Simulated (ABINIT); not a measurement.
# Quasiparticle gap of WSe2 (P6_3/mmc) in ABINIT

Aim: the G0W0 gap of WSe2 (P6_3/mmc) on PBE, step by step.

Method: PBE and many-body steps on it, plane waves, in ABINIT 10.8.3.

The database entry behind the starting cell differs from later determinations by our own check (a about 0.2 % long), so it need not match the best structure at ambient conditions.

## 1. The starting structure

It takes space group P6_3/mmc (No. 194, hexagonal). Conventional cell: a = 3.290 Å, b = 3.290 Å, c = 12.970 Å, α = 90.00°, β = 90.00°, γ = 120.00°. Nearest to W lie 6 Se at 2.53 Å. Nearest to Se lie 3 W at 2.53 Å. Farther neighbours and most contacts between anions are not listed.

Coordinates:

```cif
data_structure
_symmetry_space_group_name_H-M 'P6_3/mmc'
_symmetry_Int_Tables_number 194
_cell_length_a 3.2900
_cell_length_b 3.2900
_cell_length_c 12.9700
_cell_angle_alpha 90.000
_cell_angle_beta 90.000
_cell_angle_gamma 120.000
_cell_volume 121.58
loop_
_atom_site_label
_atom_site_type_symbol
_atom_site_symmetry_multiplicity
_atom_site_Wyckoff_symbol
_atom_site_fract_x
_atom_site_fract_y
_atom_site_fract_z
_atom_site_occupancy
W1 W 2 c 0.33333 0.66667 0.25000 1
Se1 Se 4 f 0.33333 0.66667 0.62100 1
```

The cell and positions come from the Crystallography Open Database and are kept as given unless a step says otherwise. Spin-orbit coupling is left out unless a step names it.

## 2. Ground state

This step: ABINIT 10.8.3; DFT, PBE, plane waves, norm-conserving pseudopotentials.

The ground-state density comes first.

run.abi

```
acell 3*1.0 Angstrom
rprim 
  3.290000000028 -0.000000000007 0.000000000000
  -1.645000000008 2.849223578479 0.000000000000
  0.000000000000 0.000000000000 12.970000000000
ntypat 2
znucl 74 34
natom 6
typat 1 1 2 2 2 2
xred 
  0.333333333333 0.666666666667 0.250000000000
  0.666666666667 0.333333333333 0.750000000000
  0.333333333333 0.666666666667 0.621000000000
  0.666666666667 0.333333333333 0.121000000000
  0.333333333333 0.666666666667 0.879000000000
  0.666666666667 0.333333333333 0.379000000000
pp_dirpath "pseudos"
pseudos "W.upf, Se.upf"
ecut 58
ngkpt 6 6 2
nshiftk 1
shiftk 0 0 0
kptopt 1
chksymbreak 0
nband 69
occopt 1
tolvrs 1e-08
nstep 60
prtwf 0
indata_prefix "in"
outdata_prefix "out"
tmpdata_prefix "tmp"
```

On the command line:

```bash
$ OMP_NUM_THREADS=1 mpirun -n 4 abinit run.abi > log
```

Numbers of over 12 decimals in the logs are rounded to 6 here.

What it wrote:

```text
.Version 10.8.3 of ABINIT. v10.8.2 released Aug 2026.

 Symmetries : space group P6_3/m m c (#194); Bravais hP (primitive hexag.)
================================================================================
 Values of the parameters that define the memory need of the present run
     intxc =       0    ionmov =       0      iscf =       7    lmnmax =       8
     lnmax =       8     mgfft =     180  mpssoang =       4    mqgrid =    8403
     natom =       6  nloc_mem =       1    nspden =       1   nspinor =       1
    nsppol =       1      nsym =      24    n1xccc =    2501    ntypat =       2
    occopt =       1   xclevel =       2
-    mband =          69        mffmem =           1         mkmem =           4
       mpw =       17347          nfft =      364500          nkpt =          14
================================================================================
  Rough estimation (10% accuracy) of disk space for files :
================================================================================

--------------------------------------------------------------------------------
------------- Echo of variables that govern the present computation ------------
--------------------------------------------------------------------------------
 -outvars: echo values of preprocessed input variables --------
            acell      1.8897261259E+00  1.8897261259E+00  1.8897261259E+00 Bohr

      chksymbreak           0
             ecut      5.80000000E+01 Hartree
-          fftalg         312

              ixc     -101130
              kpt      0.00000000E+00  0.00000000E+00  0.00000000E+00
                       1.66666667E-01  0.00000000E+00  0.00000000E+00
                       3.33333333E-01  0.00000000E+00  0.00000000E+00
                       5.00000000E-01  0.00000000E+00  0.00000000E+00
                       1.66666667E-01  1.66666667E-01  0.00000000E+00
                       3.33333333E-01  1.66666667E-01  0.00000000E+00
                       3.33333333E-01  3.33333333E-01  0.00000000E+00
                       0.00000000E+00  0.00000000E+00  5.00000000E-01
                       1.66666667E-01  0.00000000E+00  5.00000000E-01
                       3.33333333E-01  0.00000000E+00  5.00000000E-01
                       5.00000000E-01  0.00000000E+00  5.00000000E-01
[...]
kptrlatt        6    0    0      0    6    0      0    0    2
          kptrlen      3.73031937E+01
P           mkmem           4
            natom           6
            nband          69
            ngfft          45      45     180
             nkpt          14
            nstep          60
             nsym          24
           ntypat           2
              occ      2.000000  2.000000  2.000000  2.000000  2.000000  2.000000
                       2.000000  2.000000  2.000000  2.000000  2.000000  2.000000
                       2.000000  2.000000  2.000000  2.000000  2.000000  2.000000
                       2.000000  2.000000  2.000000  2.000000  2.000000  2.000000
                       2.000000  2.000000  2.000000  2.000000  2.000000  2.000000
                       2.000000  2.000000  2.000000  2.000000  2.000000  2.000000
                       2.000000  2.000000  2.000000  2.000000  2.000000  2.000000
                       2.000000  2.000000  2.000000  2.000000  2.000000  2.000000
                       2.000000  2.000000  2.000000  2.000000  2.000000  2.000000
                       2.000000  2.000000  2.000000  2.000000  2.000000  2.000000
                       2.000000  2.000000  0.000000  0.000000  0.000000  0.000000
[...]
prtwf           0
            rprim      3.2900000000E+00 -7.0000000000E-12  0.0000000000E+00
[...]
spgroup         194

           tolvrs      1.00000000E-08

             xred      3.3333333333E-01  6.6666666667E-01  2.5000000000E-01
[...]
znucl       74.00000   34.00000

================================================================================

 chkinp: Checking input parameters for consistency.

================================================================================
== DATASET  1 ==================================================================
-   mpi_nproc: 4, omp_nthreads: 1 (-1 if OMP is not activated)

--- !DatasetInfo
iteration_state: {dtset: 1, }
dimensions: {natom: 6, nkpt: 14, mband: 69, nsppol: 1, nspinor: 1, nspden: 1, mpw: 17347, }
cutoff_energies: {ecut:  58.0, pawecutdg:  -1.0, }
electrons: {nelect:   1.24000000E+02, charge:   0.00000000E+00, occopt:   1.00000000E+00, tsmear:   1.00000000E-02, }

 Real(R)+Recip(G) space primitive vectors, cartesian coordinates (Bohr,Bohr^-1):
 R(1)=  6.2171990  0.0000000  0.0000000  G(1)=  0.1608441  0.0928634  0.0000000
 R(2)= -3.1085995  5.3842522  0.0000000  G(2)=  0.0000000  0.1857268  0.0000000
 R(3)=  0.0000000  0.0000000 24.5097479  G(3)=  0.0000000  0.0000000  0.0408001
 Unit cell volume ucvol=  8.2046301E+02 bohr^3
 Angles (23,13,12)=  9.00000000E+01  9.00000000E+01  1.20000000E+02 degrees

 getcut: wavevector=  0.0000  0.0000  0.0000  ngfft=  45  45 180
         ecut(hartree)=     58.000   => boxcut(ratio)=   2.06433

--- Pseudopotential description ------------------------------------------------
[...]
Cartesian components of stress tensor (hartree/bohr^3)
  sigma(1 1)= -1.15630396E-04  sigma(3 2)=  0.00000000E+00
  sigma(2 2)= -1.15630396E-04  sigma(3 1)=  0.00000000E+00
  sigma(3 3)= -1.49125236E-04  sigma(2 1)=  0.00000000E+00

--- !ResultsGS
iteration_state: {dtset: 1, }
comment   : Summary of ground state results
lattice_vectors:
- [  6.2171990,  -0.0000000,   0.0000000, ]
- [ -3.1085995,   5.3842522,   0.0000000, ]
- [  0.0000000,   0.0000000,  24.5097479, ]
lattice_lengths: [   6.21720,    6.21720,   24.50975, ]
lattice_angles: [ 90.000,  90.000, 120.000, ] # degrees, (23, 13, 12)
lattice_volume:   8.2046301E+02
convergence: {deltae:  1.176E-10, res2:  7.446E-09, residm:  3.605E-03, diffor: null, }
etotal    :  -1.50487545E+03
entropy   :   0.00000000E+00
fermie    :   3.61147283E-01
cartesian_stress_tensor: # hartree/bohr^3
- [ -1.15630396E-04,   0.00000000E+00,   0.00000000E+00, ]
- [  0.00000000E+00,  -1.15630396E-04,   0.00000000E+00, ]
- [  0.00000000E+00,   0.00000000E+00,  -1.49125236E-04, ]
pressure_GPa:   3.7304E+00
xred      :
- [  3.3333E-01,   6.6667E-01,   2.5000E-01,  W]
- [  6.6667E-01,   3.3333E-01,   7.5000E-01,  W]
- [  3.3333E-01,   6.6667E-01,   6.2100E-01, Se]
- [  6.6667E-01,   3.3333E-01,   1.2100E-01, Se]
- [  3.3333E-01,   6.6667E-01,   8.7900E-01, Se]
- [  6.6667E-01,   3.3333E-01,   3.7900E-01, Se]
cartesian_forces: # hartree/bohr
- [  1.85870451E-27,   7.52019979E-27,   7.22801448E-20, ]
- [  1.83704970E-27,   7.38267328E-27,   7.22801448E-20, ]
- [ -9.23938554E-27,  -1.81284949E-26,  -3.50345895E-03, ]
- [ -9.23938554E-27,   2.66801436E-26,  -3.50345895E-03, ]
- [ -9.23938554E-27,  -1.17272609E-26,   3.50345895E-03, ]
- [  2.40224024E-26,  -1.17272609E-26,   3.50345895E-03, ]
force_length_stats: {min:   7.22801448E-20, max:   3.50345895E-03, mean:   2.33563930E-03, }

 Integrated electronic density in atomic spheres:
 ------------------------------------------------
 Atom  Sphere_radius  Integrated_density
[...]
================================================================================

 ----iterations are completed or convergence reached----

 Mean square residual over all n,k,spin=   66.756E-07; max=  36.048E-04
 reduced coordinates (array xred) for    6 atoms
[...]
0.666666666667      0.333333333333      0.750000000000
       0.333333333333      0.666666666667      0.621000000000
       0.666666666667      0.333333333333      0.121000000000
       0.333333333333      0.666666666667      0.879000000000
       0.666666666667      0.333333333333      0.379000000000
 rms dE/dt=  4.0479E-02; max dE/dt=  8.5869E-02; dE/dt below (all hartree)
    1      -0.000000000000     -0.000000000000      0.000000000000
    2       0.000000000000      0.000000000000      0.000000000000
    3       0.000000000000      0.000000000000      0.085868895552
    4       0.000000000000     -0.000000000000      0.085868895552
    5       0.000000000000      0.000000000000     -0.085868895552
    6      -0.000000000000      0.000000000000     -0.085868895552

 cartesian coordinates (angstrom) at end:
    1      4e-12     1.899482     3.242500
    2      1.645000     0.949741     9.727500
    3      4e-12     1.899482     8.054370
    4      1.645000     0.949741     1.569370
[...]
cartesian forces (hartree/bohr) at end:
[...]
frms,max,avg= 1.6515464E-03 3.5034590E-03   0.000E+00  0.000E+00  0.000E+00 h/b

 cartesian forces (eV/Angstrom) at end:
[...]
2      0.000000     0.000000     0.000000
    3     -0.000000    -0.000000    -0.180155
    4     -0.000000     0.000000    -0.180155
    5     -0.000000    -0.000000     0.180155
    6      0.000000    -0.000000     0.180155
 frms,max,avg= 8.4925930E-02 1.8015510E-01   0.000E+00  0.000E+00  0.000E+00 e/A
 length scales=  1.889726125908  1.889726125908  1.889726125908 bohr
              =  1.000000000000  1.000000000000  1.000000000000 angstroms
 prteigrs : about to open file out_EIG
 Fermi (or HOMO) energy (hartree) =   0.36115   Average Vxc (hartree)=  -0.41983
 Eigenvalues (hartree) for nkpt=  14  k points:
 kpt#   1, nband= 69, wtk=  0.01389, kpt=  0.0000  0.0000  0.0000 (reduced coord)
  -7.29039   -7.29039   -7.29039   -7.29039   -5.06693   -5.06693   -5.06693   -5.06693
  -5.06693   -5.06693   -5.06693   -5.06693   -5.06548   -5.06548   -5.06548   -5.06548
  -2.37091   -2.37091   -1.39916   -1.39916   -1.39916   -1.39916   -1.39914   -1.39914
  -1.39913   -1.39913   -1.39792   -1.39792   -1.39791   -1.39791   -1.39788   -1.39788
  -1.39787   -1.39787   -1.39745   -1.39744   -1.39737   -1.39736   -1.05694   -1.05694
  -1.05194   -1.05194   -1.05194   -1.05194   -0.20054   -0.19132   -0.15729   -0.14185
   0.09886    0.13946    0.22806    0.26311    0.26311    0.26375    0.26375    0.30412
   0.30412    0.30615    0.30615    0.32068    0.32183    0.36115    0.45820    0.45846
   0.46005    0.46121    0.46151    0.46584    0.46920
 prteigrs : prtvol=0 or 1, do not print more k-points.

--- !EnergyTerms
iteration_state     : {dtset: 1, }
comment             : Components of total free energy in Hartree
kinetic             :  6.25794027482691E+02
hartree             :  5.72117172781043E+02
xc                  : -1.48629641281263E+02
Ewald energy        : -7.08466026466593E+02
psp_core            :  1.88883512588344E+01
local_psp           : -1.54329264058837E+03
non_local_psp       : -3.21286693528143E+02
total_energy        : -1.50487545034180E+03
total_energy_eV     : -4.09497471313454E+04
band_energy         : -2.52458523383586E+02

 Cartesian components of stress tensor (hartree/bohr^3)
  sigma(1 1)= -1.15630396E-04  sigma(3 2)=  0.00000000E+00
  sigma(2 2)= -1.15630396E-04  sigma(3 1)=  0.00000000E+00
  sigma(3 3)= -1.49125236E-04  sigma(2 1)=  0.00000000E+00

-Cartesian components of stress tensor (GPa)         [Pressure=  3.7304E+00 GPa]
- sigma(1 1)= -3.40196370E+00  sigma(3 2)=  0.00000000E+00
- sigma(2 2)= -3.40196370E+00  sigma(3 1)=  0.00000000E+00
- sigma(3 3)= -4.38741591E+00  sigma(2 1)=  0.00000000E+00

== END DATASET(S) ==============================================================
================================================================================

 -outvars: echo values of variables after computation  --------
           etotal     -1.5048754503E+03
            nband          69
             nkpt          14
          spgroup         194
 [... the other variables as echoed above ...]

 Calculation completed.
```

The job ended after 4.4 min (4 MPI ranks of Arm Neoverse V2, shared host; peak memory 0.94 GiB).

Numbers from this step:

```yaml
total_energy: -40949.7471 eV
gap: 0.9782 eV
k_of_the_valence_top: 0, 0, 0
k_of_the_conduction_bottom: 0.1667, 0.1667, 0
least_direct_gap: 1.524 eV
pressure: 3.730 GPa
```

The gap is indirect, with the least direct gap 0.55 eV higher.

The cutoff was set for levels, not for stress, so the pressure can be off by some GPa.

## 3. Empty states on the mesh, 3×3×1 mesh, 226 bands

The sums over transitions need many empty states on a uniform mesh; this step solves for them.

Edit run.abi of step 2 so:

```diff
@@ -19,3 +19,3 @@
 ecut 58
-ngkpt 6 6 2
+ngkpt 3 3 1
 nshiftk 1
@@ -24,7 +24,10 @@
 chksymbreak 0
-nband 69
-occopt 1
-tolvrs 1e-08
+iscf -2
+irdden 1
+istwfk *1
+nband 226
+nbdbuf 20
+tolwfr 1e-09
 nstep 60
-prtwf 0
+prtvol 0
 indata_prefix "in"
```

On the command line:

```bash
$ OMP_NUM_THREADS=1 mpirun -n 3 abinit run.abi > log
```

What it wrote:

```text
.Version 10.8.3 of ABINIT. v10.8.2 released Aug 2026.

 Symmetries : space group P6_3/m m c (#194); Bravais hP (primitive hexag.)
[... echo of the input left out ...]
== DATASET  1 ==================================================================
-   mpi_nproc: 3, omp_nthreads: 1 (-1 if OMP is not activated)

--- !DatasetInfo
iteration_state: {dtset: 1, }
dimensions: {natom: 6, nkpt: 3, mband: 226, nsppol: 1, nspinor: 1, nspden: 1, mpw: 17365, }
cutoff_energies: {ecut:  58.0, pawecutdg:  -1.0, }
electrons: {nelect:   1.24000000E+02, charge:   0.00000000E+00, occopt:   1.00000000E+00, tsmear:   1.00000000E-02, }

 Real(R)+Recip(G) space primitive vectors, cartesian coordinates (Bohr,Bohr^-1):
 R(1)=  6.2171990  0.0000000  0.0000000  G(1)=  0.1608441  0.0928634  0.0000000
 R(2)= -3.1085995  5.3842522  0.0000000  G(2)=  0.0000000  0.1857268  0.0000000
 R(3)=  0.0000000  0.0000000 24.5097479  G(3)=  0.0000000  0.0000000  0.0408001
 Unit cell volume ucvol=  8.2046301E+02 bohr^3
 Angles (23,13,12)=  9.00000000E+01  9.00000000E+01  1.20000000E+02 degrees

 getcut: wavevector=  0.0000  0.0000  0.0000  ngfft=  45  45 180
         ecut(hartree)=     58.000   => boxcut(ratio)=   2.06433

--- Pseudopotential description ------------------------------------------------
- W Generated using ONCVPSP code by D. R. Hamann
- 74.00000  14.00000  171031                  znucl, zion, pspdat
12 -101130 3 -1 1396                          pspcod,pspxc,lmax,lloc,mmax
     nproj     2     2     2     2
  pspatm : epsatm=   11.70739509
         --- l  ekb(1:nproj) -->
             0   12.992056    1.844411
             1    9.080024    1.409692
             2    4.470007    0.514403
[...]
pspatm: atomic psp has been read  and splines computed

- Se Generated using ONCVPSP code by D. R. Hamann
- 34.00000  24.00000  171031                  znucl, zion, pspdat
12 -101130 2 -1 1214                          pspcod,pspxc,lmax,lloc,mmax
     nproj     2     2     2     0
  pspatm : epsatm=   25.39064422
         --- l  ekb(1:nproj) -->
[...]
pspatm: atomic psp has been read  and splines computed

--------------------------------------------------------------------------------

================================================================================
 prteigrs : about to open file out_EIG
 Non-SCF case, kpt    1 (  0.00000  0.00000  0.00000), residuals and eigenvalues=
  3.48E-10  3.86E-10  4.87E-10  5.06E-10  6.90E-10  1.61E-10  9.79E-10  8.62E-10
  9.13E-10  9.24E-10  9.63E-10  1.95E-10  1.68E-10  1.64E-10  7.79E-10  2.00E-10
  4.05E-10  4.04E-10  5.34E-10  7.45E-10  6.24E-10  3.48E-10  1.65E-10  7.62E-10
[...]
1.95E-04  2.69E-03
 -7.2904E+00 -7.2904E+00 -7.2904E+00 -7.2904E+00 -5.0669E+00 -5.0669E+00
 -5.0669E+00 -5.0669E+00 -5.0669E+00 -5.0669E+00 -5.0669E+00 -5.0669E+00
 -5.0655E+00 -5.0655E+00 -5.0655E+00 -5.0655E+00 -2.3709E+00 -2.3709E+00
[...]
2.4627E+00  2.4757E+00  2.4780E+00  2.4824E+00  2.4855E+00  2.4914E+00
  2.4914E+00  2.4979E+00  2.5117E+00  2.5117E+00  2.5242E+00  2.5320E+00
  2.5326E+00  2.5477E+00  2.5509E+00  2.5563E+00
 prteigrs : prtvol=0 or 1, do not print more k-points.

--- !ResultsGS
iteration_state: {dtset: 1, }
comment   : Summary of ground state results
lattice_vectors:
- [  6.2171990,  -0.0000000,   0.0000000, ]
- [ -3.1085995,   5.3842522,   0.0000000, ]
- [  0.0000000,   0.0000000,  24.5097479, ]
lattice_lengths: [   6.21720,    6.21720,   24.50975, ]
lattice_angles: [ 90.000,  90.000, 120.000, ] # degrees, (23, 13, 12)
lattice_volume:   8.2046301E+02
convergence: {deltae:  0.000E+00, res2:  0.000E+00, residm:  9.955E-10, diffor:  0.000E+00, }
etotal    :  -1.50487545E+03
entropy   :   0.00000000E+00
fermie    :   3.61147283E-01
cartesian_stress_tensor: null
pressure_GPa: null
xred      :
- [  3.3333E-01,   6.6667E-01,   2.5000E-01,  W]
- [  6.6667E-01,   3.3333E-01,   7.5000E-01,  W]
- [  3.3333E-01,   6.6667E-01,   6.2100E-01, Se]
- [  6.6667E-01,   3.3333E-01,   1.2100E-01, Se]
- [  3.3333E-01,   6.6667E-01,   8.7900E-01, Se]
- [  6.6667E-01,   3.3333E-01,   3.7900E-01, Se]
cartesian_forces: null
force_length_stats: {min: null, max: null, mean: null, }

 Integrated electronic density in atomic spheres:
 ------------------------------------------------
 Atom  Sphere_radius  Integrated_density
[...]
================================================================================

 ----iterations are completed or convergence reached----

 Mean square residual over all n,k,spin=   48.163E-11; max=  99.550E-11
 reduced coordinates (array xred) for    6 atoms
[...]
0.333333333333      0.666666666667      0.879000000000
       0.666666666667      0.333333333333      0.379000000000

 cartesian coordinates (angstrom) at end:
    1      4e-12     1.899482     3.242500
    2      1.645000     0.949741     9.727500
    3      4e-12     1.899482     8.054370
    4      1.645000     0.949741     1.569370
    5      4e-12     1.899482    11.400630
    6      1.645000     0.949741     4.915630
 length scales=  1.889726125908  1.889726125908  1.889726125908 bohr
              =  1.000000000000  1.000000000000  1.000000000000 angstroms
 prteigrs : about to open file out_EIG
 Eigenvalues (hartree) for nkpt=   3  k points:
 kpt#   1, nband=226, wtk=  0.11111, kpt=  0.0000  0.0000  0.0000 (reduced coord)
[...]
2.44954    2.46273    2.46273    2.47565    2.47805    2.48242    2.48547    2.49142
   2.49142    2.49792    2.51167    2.51169    2.52415    2.53205    2.53261    2.54769
   2.55092    2.55629
 prteigrs : prtvol=0 or 1, do not print more k-points.

== END DATASET(S) ==============================================================
================================================================================

 -outvars: echo values of variables after computation  --------
            nband         226
             nkpt           3
          spgroup         194
 [... the other variables as echoed above ...]

 Calculation completed.
```

The job ended after 3.4 min (3 MPI ranks; peak memory 0.6 GiB; 10 min of CPU time).

This step gave:

- gap: 1.330 eV
- k of the valence top: 0, 0, 0
- k of the conduction bottom: 0.3333, 0.3333, 0
- least direct gap: 1.524 eV
- k points computed: 3
- lowest point of the top converged band, above the valence top: 55.1085 eV

On this mesh the gap is 1.330 eV. The earlier step found 0.978 eV, so this mesh misses an edge.

[end of part 1 of 2]

[Paths, hosts, dates, memory and timing lines, banners, echoed tables and standing remarks are left out of the program output.]

[Logs are printed without paths, hosts, clocks, repeated set-up lines and the standing remarks that a program may print on its own settings, such as how far it seeks lower states.]

[Runs of the session that timed out or met a known fault of the program may be left out.]

[Hosts, paths, dates, database ids (printed as entryN), source tags and the programs' standing remarks are cut or masked in the printed files.]

[G0W0 gaps are taken among the corrected bands and points alone; a level outside them can change the order at an edge.]

[Where Ansatz stands beside ABINIT at settings called matched, ABINIT's density can come from a denser mesh and the files from another edition; pairs whose starting gaps differed by over 0.03 eV were left out, so agreement reads better than it is.]
